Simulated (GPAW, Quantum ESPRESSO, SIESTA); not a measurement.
# Birch–Murnaghan line for fcc Ir, GPAW plane waves, PBE

Calculated with GPAW 26.7.0: PBE; plane waves, PAW, 650 eV; k-mesh 14×14×14. The volume is changed in steps from typed lattice constants. V0 = 14.47 Å³ an atom is where a Birch–Murnaghan fit to this level's pressures, the withheld one apart, crosses zero; rows within 2.5 % of V0 are left out, since F is ill-conditioned there. The typed cell is scaled evenly, with no relaxation, and each row is a single point.

```
volume (Å³/atom)  pressure (GPa)
          13.331           35.01
          13.621           24.46
          13.911           15.11
           15.07           -12.7
           15.36          -17.76
          15.649               ?
```

**Question.** Fit the third-order Birch–Murnaghan equation to the rows given and extrapolate to the withheld row.

Worked fit:

Take the Eulerian strain f = ½[(V0/V)^(2/3) − 1] and the normalised pressure F = P / [3f(1 + 2f)^(5/2)]. The third-order Birch–Murnaghan equation is then the line F = B0 + (3/2)B0(B′ − 4) f, so u = f and v = F.

| u = f | v = F (GPa) |
| --- | --- |
| 0.0280891 | 362.401 |
| 0.0205667 | 358.431 |
| 0.0133065 | 354.455 |
| -0.0133611 | 339.039 |
| -0.0195057 | 335.246 |

With n = 5: mean u = 0.00581910, mean v = 349.914, Σ(u − ū)² = 0.0017787, Σ(u − ū)(v − v̄) = 1.0177. Slope b = 1.0177 / 0.0017787 = 572.17; intercept a = v̄ − b ū = 346.58.

So B0 = 346.6 GPa and B′ = 4 + 2b/(3a) = 5.10. At the withheld volume f = -0.02544, F = 332.0 GPa, and P = 3f(1 + 2f)^(5/2) F.

Prediction at 15.649: -22.24 GPa. The run gave -22.22 GPa, so the fit is low by 0.019 GPa (0.085 % of the value).

A fit to this level's energies over the whole scan gives V0 = 14.472 Å³, B0 = 346.5 GPa and B′ = 5.11. Among the rows given, the largest miss of the fit is at 13.331, by 0.025 GPa (0.043 % of the range of the table).

Limits: The nuclei are static. The DFT runs use Fermi–Dirac occupations of width 0.1 eV, and energies are free energies.

[Logs are printed without paths, hosts, clocks, repeated set-up lines and the standing remarks that a program may print on its own settings, such as how far it seeks lower states.]

[Hosts, paths, dates, database ids (printed as entryN), source tags and the programs' standing remarks are cut or masked in the printed files.]
